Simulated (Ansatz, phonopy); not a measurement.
# AgCl (Chlorargyrite, Fm-3m): a volume series of phonon spectra, part 2 of 2

Which modes of AgCl (Chlorargyrite) drive its thermal expansion?

What experiment has found for this phase:
- volume expansion coefficient 98.7 1e-6/K near room temperature (given in “Descriptors for thermal expansion in solids”, 2017, arXiv:1701.03966)
- heat capacity C_P per formula unit 53 J/mol/K near room temperature (given in “High-Throughput Prediction of Finite-Temperature Properties using the Quasi-Harmonic Approximation”, 2016, arXiv:1603.06924)

Ansatz 0.2.0; DFT LDA, scalar-relativistic, plane waves, PAW.

So far. Step 9 (Lattice dynamics at this volume, V/V0 0.985): No mode is imaginary beyond numerical noise at the solved wavevectors. The highest zone-centre mode (no LO–TO term) moved by +5.5 % for a volume change of -1.5 %. Step 10 (A cell at another volume, V/V0 1.03): The run ends at a pressure of -1.90 GPa.

The database entry behind the starting cell differs from later determinations by our own check (an axis about 1.4 % short against later determinations), so it need not match the best structure at ambient conditions.

## Step 11: Phonons, V/V0 1.03

input.yaml

```yaml
crystal:
  lattice:
    - [0.0, 2.7035748939, 2.7035748939]
    - [2.7035748939, 0.0, 2.7035748939]
    - [2.7035748939, 2.7035748939, 0.0]
  atoms:
    - { symbol: Ag, position: [0.0, 0.0, 0.0] }
    - { symbol: Cl, position: [0.5, 0.5, 0.5] }
kpoints:
  mp_grid: { grid: [8, 8, 8] }
hamiltonian:
  xc: lda
scf:
  occupations: { method: fixed }
output:
  eigenvalues: true
phonons:
  method: dfpt
  dielectric: true
  rigid_motions: translations
  qmesh: [4, 4, 4]
  temperatures: { t_max: 1000, t_step: 50 }
  qpath:
    path:
      - [[0.0, 0.0, 0.0], [0.5, 0.0, 0.5], [0.625, 0.25, 0.625]]
      - [[0.375, 0.375, 0.75], [0.0, 0.0, 0.0], [0.5, 0.5, 0.5], [0.5, 0.25, 0.75], [0.5, 0.0, 0.5]]
    npoints: 10
```

The run is started by

```bash
$ ansatz run input.yaml --threads 4 --pin off --max-ram 16384MiB --backend cpu --events-out ev --progress --plain --runs-dir out
```

Wall time 70 s (4 threads of Arm Neoverse V2, shared host); peak memory 1 GiB; 4.5 min of CPU time.

LO-TO term included. Phonon branches along the path, in cm⁻¹:

| point | branch 1 | branch 2 | branch 3 | branch 4 | branch 5 | branch 6 |
| --- | --- | --- | --- | --- | --- | --- |
| Γ | 0 | 0 | 0 | 116 | 116 | 173 |
| halfway | 25 | 25 | 84 | 137 | 137 | 165 |
| X | 35 | 35 | 56 | 155 | 155 | 193 |
| halfway | 38 | 49 | 54 | 148 | 161 | 191 |
| U | 44 | 51 | 71 | 127 | 172 | 184 |
| jump to K | 44 | 51 | 71 | 127 | 172 | 184 |
| halfway | 30 | 44 | 72 | 85 | 142 | 180 |
| Γ | 0 | 0 | 0 | 116 | 116 | 173 |
| halfway | 33 | 33 | 76 | 98 | 98 | 187 |
| L | 40 | 40 | 66 | 66 | 103 | 200 |
| halfway | 45 | 56 | 88 | 98 | 137 | 194 |
| W | 47 | 47 | 78 | 139 | 176 | 176 |
| halfway | 39 | 53 | 59 | 148 | 162 | 188 |
| X | 35 | 35 | 56 | 155 | 155 | 193 |

No mode is imaginary beyond numerical noise at the solved wavevectors. The highest zone-centre mode (no LO–TO term) moved by -11.0 % for a volume change of +3.0 %.

## Step 12: A cell at another volume, V/V0 0.97

The cell differs from the one that the last finished run ended in (a 3.823 → 3.748 Å, b 3.823 → 3.748 Å, c 3.823 → 3.748 Å).

input.yaml, the sections that differ from step 11:

```yaml
crystal:
  lattice:
    - [0.0, 2.6500246154, 2.6500246154]
    - [2.6500246154, 0.0, 2.6500246154]
    - [2.6500246154, 2.6500246154, 0.0]
  atoms:
    - { symbol: Ag, position: [0.0, 0.0, 0.0] }
    - { symbol: Cl, position: [0.5, 0.5, 0.5] }
output:
  forces: true
  stress: true
  eigenvalues: true
# kpoints, hamiltonian, scf: as in step 11
# phonons: removed
```

Elapsed: 0.46 s, on 4 threads; peak memory 0.29 GiB; 1.2 s of CPU time.

The run ends at a pressure of 2.29 GPa.

## Step 13: Lattice dynamics at this volume, V/V0 0.97

input.yaml, the sections that differ from step 12:

```yaml
output:
  eigenvalues: true
phonons:
  method: dfpt
  dielectric: true
  rigid_motions: translations
  qmesh: [4, 4, 4]
  temperatures: { t_max: 1000, t_step: 50 }
  qpath:
    path:
      - [[0.0, 0.0, 0.0], [0.5, 0.0, 0.5], [0.625, 0.25, 0.625]]
      - [[0.375, 0.375, 0.75], [0.0, 0.0, 0.0], [0.5, 0.5, 0.5], [0.5, 0.25, 0.75], [0.5, 0.0, 0.5]]
    npoints: 10
# crystal, kpoints, hamiltonian, scf: as in step 12
```

Wall time 70 s (4 threads); peak memory 1 GiB; 4.5 min of CPU time.

No mode is imaginary beyond numerical noise at the solved wavevectors. The highest zone-centre mode (no LO–TO term) moved by +11.1 % for a volume change of -3.0 %.

## Step 14: A cell at another volume, V/V0 1.05

The cell differs from the one that the last finished run ended in (a 3.748 → 3.848 Å, b 3.748 → 3.848 Å, c 3.748 → 3.848 Å).

input.yaml, the sections that differ from step 13:

```yaml
crystal:
  lattice:
    - [0.0, 2.7209617055, 2.7209617055]
    - [2.7209617055, 0.0, 2.7209617055]
    - [2.7209617055, 2.7209617055, 0.0]
  atoms:
    - { symbol: Ag, position: [0.0, 0.0, 0.0] }
    - { symbol: Cl, position: [0.5, 0.5, 0.5] }
output:
  forces: true
  stress: true
  eigenvalues: true
# kpoints, hamiltonian, scf: as in step 13
# phonons: removed
```

Elapsed: 0.45 s, on 4 threads; peak memory 0.29 GiB.

The run ends at a pressure of -2.98 GPa.

## Step 15: Phonons, V/V0 1.05

input.yaml, the sections that differ from step 14:

```yaml
output:
  eigenvalues: true
phonons:
  method: dfpt
  dielectric: true
  rigid_motions: translations
  qmesh: [4, 4, 4]
  temperatures: { t_max: 1000, t_step: 50 }
  qpath:
    path:
      - [[0.0, 0.0, 0.0], [0.5, 0.0, 0.5], [0.625, 0.25, 0.625]]
      - [[0.375, 0.375, 0.75], [0.0, 0.0, 0.0], [0.5, 0.5, 0.5], [0.5, 0.25, 0.75], [0.5, 0.0, 0.5]]
    npoints: 10
# crystal, kpoints, hamiltonian, scf: as in step 14
```

Run time: 72 s. Hardware: 4 threads; peak memory 1 GiB.

No mode is imaginary beyond numerical noise at the solved wavevectors. The highest zone-centre mode (no LO–TO term) moved by -18.4 % for a volume change of +5.0 %.

## Step 16: Mode Grüneisen parameters

This step: DFT LDA, scalar-relativistic, plane waves, PAW (phonopy 4.10.0).

Numbers from this step:

| Property | Result |
| --- | --- |
| share of modes with a negative Grüneisen parameter | 0.144 |

Mean Grüneisen, by row:

| T (K) | heat-capacity-weighted mean | root mean square |
| --- | --- | --- |
| 50 | 1.696 | 3.032 |
| 100 | 2.051 | 3.033 |
| 200 | 2.145 | 3.012 |
| 300 | 2.162 | 3.006 |
| 500 | 2.17 | 3.003 |
| 800 | 2.173 | 3.002 |

Mean mode Grueneisen parameter against wavenumber:

| wavenumber (cm⁻¹) | mean mode Grueneisen parameter |
| --- | --- |
| 3.5 | - |
| 10.6 | -2.05 |
| 17.6 | -2.17 |
| 24.7 | -1.37 |
| 31.7 | -1.32 |
| 38.8 | -0.128 |
| 45.8 | 0.817 |
| 52.9 | 1.56 |
| 59.9 | 3.13 |
| 67.0 | 2.43 |
| 74.0 | 3.22 |
| 81.1 | 2.5 |
| 88.1 | 2.73 |
| 95.2 | 2.96 |
| 102.2 | 3.35 |
| 109.3 | 3.95 |
| 116.3 | 4.13 |
| 123.4 | 4 |
| 130.4 | 3.71 |
| 137.5 | 3.57 |
| 144.5 | 3.36 |
| 151.6 | 3.18 |
| 158.7 | 3.12 |
| 165.7 | 2.98 |
| 172.8 | 2.84 |
| 179.8 | 2.49 |
| 186.9 | 2.21 |
| 193.9 | 2.17 |
| 201.0 | 2.2 |
| 208.0 | 2.03 |

Volume series, by row:

| V/V0 | V (Å³/atom) | pressure (GPa) | E - E0 (meV/atom) | gap (eV) | zero-point energy (meV/atom) | lowest on the path (cm⁻¹) | highest at Gamma without the LO-TO term (cm⁻¹) |
| --- | --- | --- | --- | --- | --- | --- | --- |
| 0.97 | 18.61 | 2.292 | 3.996 | 0.642 | 21.63 | 0 | 144.3 |
| 0.985 | 18.9 | 1.094 | 0.971 | 0.633 | 20.85 | 0 | 137.1 |
| 1 | 19.19 | 0.003 | 0 | 0.627 | 20.07 | 0 | 129.9 |
| 1.015 | 19.47 | -0.992 | 0.902 | 0.621 | 19.3 | 0 | 122.8 |
| 1.03 | 19.76 | -1.899 | 3.511 | 0.617 | 18.53 | 0 | 115.6 |
| 1.05 | 20.14 | -2.982 | 9.38 | 0.614 | 17.49 | 0 | 106.1 |

The optical frequency at Gamma without the LO-TO term, mode 4 by V/V0:

| V/V0 | optical frequency at Gamma without the LO-TO term, mode 4 (cm⁻¹) |
| --- | --- |
| 0.9700 | 144 |
| 0.9850 | 137 |
| 1.0000 | 130 |
| 1.0150 | 123 |
| 1.0300 | 116 |
| 1.0500 | 106 |

Grüneisen at points, by row:

| point | branch | frequency (cm⁻¹) | mode Grüneisen parameter |
| --- | --- | --- | --- |
| Γ | 4 | 129.9 | 3.68 |
| Γ | 6 | 182.4 | 1.79 |
| X | 1 | 32.2 | -3.55 |
| X | 3 | 54.5 | -1.06 |
| X | 4 | 169.6 | 2.92 |
| X | 6 | 208 | 2.47 |
| U | 1 | 44.4 | 0.67 |
| U | 2 | 49.2 | -1.47 |
| U | 3 | 74.3 | 1.45 |
| U | 4 | 142 | 3.55 |
| U | 5 | 184.7 | 2.41 |
| U | 6 | 198.6 | 2.57 |
| K | 1 | 44.4 | 0.67 |
| K | 2 | 49.2 | -1.47 |
| K | 3 | 74.3 | 1.45 |
| K | 4 | 142 | 3.55 |
| K | 5 | 184.7 | 2.41 |
| K | 6 | 198.6 | 2.57 |
| L | 1 | 62 | 10.62 |
| L | 3 | 72.5 | 3.12 |
| L | 5 | 108.9 | 1.84 |
| L | 6 | 211.6 | 1.85 |
| W | 1 | 44.8 | -1.89 |
| W | 3 | 84.5 | 2.55 |
| W | 4 | 150.6 | 2.68 |
| W | 5 | 190.6 | 2.66 |

## Step 17: Free-energy fit

Energy (each curve on its own zero) against volume; values in meV/atom:

| volume (Å³/atom) | static | F at 0 K | F at 300 K | F at 600 K |
| --- | --- | --- | --- | --- |
| 18.610 | 4 | 5.98 | 10.7 | 17.1 |
| 18.898 | 0.97 | 2.18 | 5.42 | 9.67 |
| 19.186 | 0 | 0.43 | 1.94 | 3.82 |
| 19.474 | 0.9 | 0.56 | 0.11 | -0.62 |
| 19.761 | 3.51 | 2.39 | -0.29 | -3.91 |
| 20.145 | 9.38 | 7.22 | 0.85 | -7.35 |

Phonopy-qha, vinet fit of F(V) at each temperature; no electronic free energy. Qha vinet, by row:

| T (K) | fitted volume (Å³/atom) | alpha_V (1e-6/K) | B_T (GPa) | C_P (J/mol-atom/K) | Grueneisen |
| --- | --- | --- | --- | --- | --- |
| 75 | 19.34 | 48.39 | 64.45 | 17.7 | 2.067 |
| 100 | 19.36 | 60.52 | 62.84 | 20.43 | 2.205 |
| 125 | 19.4 | 69.36 | 61.08 | 22.1 | 2.289 |
| 150 | 19.43 | 76.62 | 59.21 | 23.21 | 2.355 |
| 175 | 19.47 | 83.31 | 57.21 | 24.01 | 2.415 |
| 200 | 19.51 | 90.02 | 55.09 | 24.65 | 2.474 |
| 225 | 19.56 | 97.17 | 52.84 | 25.2 | 2.537 |

The volume expansion coefficient, phonopy-qha, Vinet by temperature:

| temperature (K) | volume expansion coefficient, phonopy-qha, Vinet (1e-6/K) |
| --- | --- |
| 75.0 | 48.4 |
| 100.0 | 60.5 |
| 125.0 | 69.4 |
| 150.0 | 76.6 |
| 175.0 | 83.3 |
| 200.0 | 90.0 |
| 225.0 | 97.2 |

## Step 18: Results

```yaml
mean_mode_grueneisen_parameter_at_300_k: 2.16
```

**Reading.** The table stops at 225 K because the fitted bulk modulus falls by over a fifth between 200 and 325 K, a sign that the fit runs away. The heat-capacity-weighted Grüneisen parameter goes from 1.70 at 50 K to 2.17 at 800 K; 14 % of the modes stiffen on expansion. Weighting γ by the density of states and each mode's heat capacity at 300 K, modes below 70 cm⁻¹ give about 14 % of the sum of γC that drives the expansion, those up to 140 cm⁻¹ 47 % and the rest 38 %. Among the labelled points γ is largest for branch 1 at L (62 cm⁻¹, 11) and most negative for branch 1 at X (32.2 cm⁻¹, -3.5). The PAW files were made for PBE and are used here under another functional, for which the program regenerates the frozen cores.

[Logs are printed without paths, hosts, clocks, repeated set-up lines and the standing remarks that a program may print on its own settings, such as how far it seeks lower states.]

[Hosts, paths, dates, database ids (printed as entryN), source tags and the programs' standing remarks are cut or masked in the printed files.]

[A step with changed settings may run another functional than the one named; its input shows which.]

[Of the runs on displaced cells, only some may be shown.]
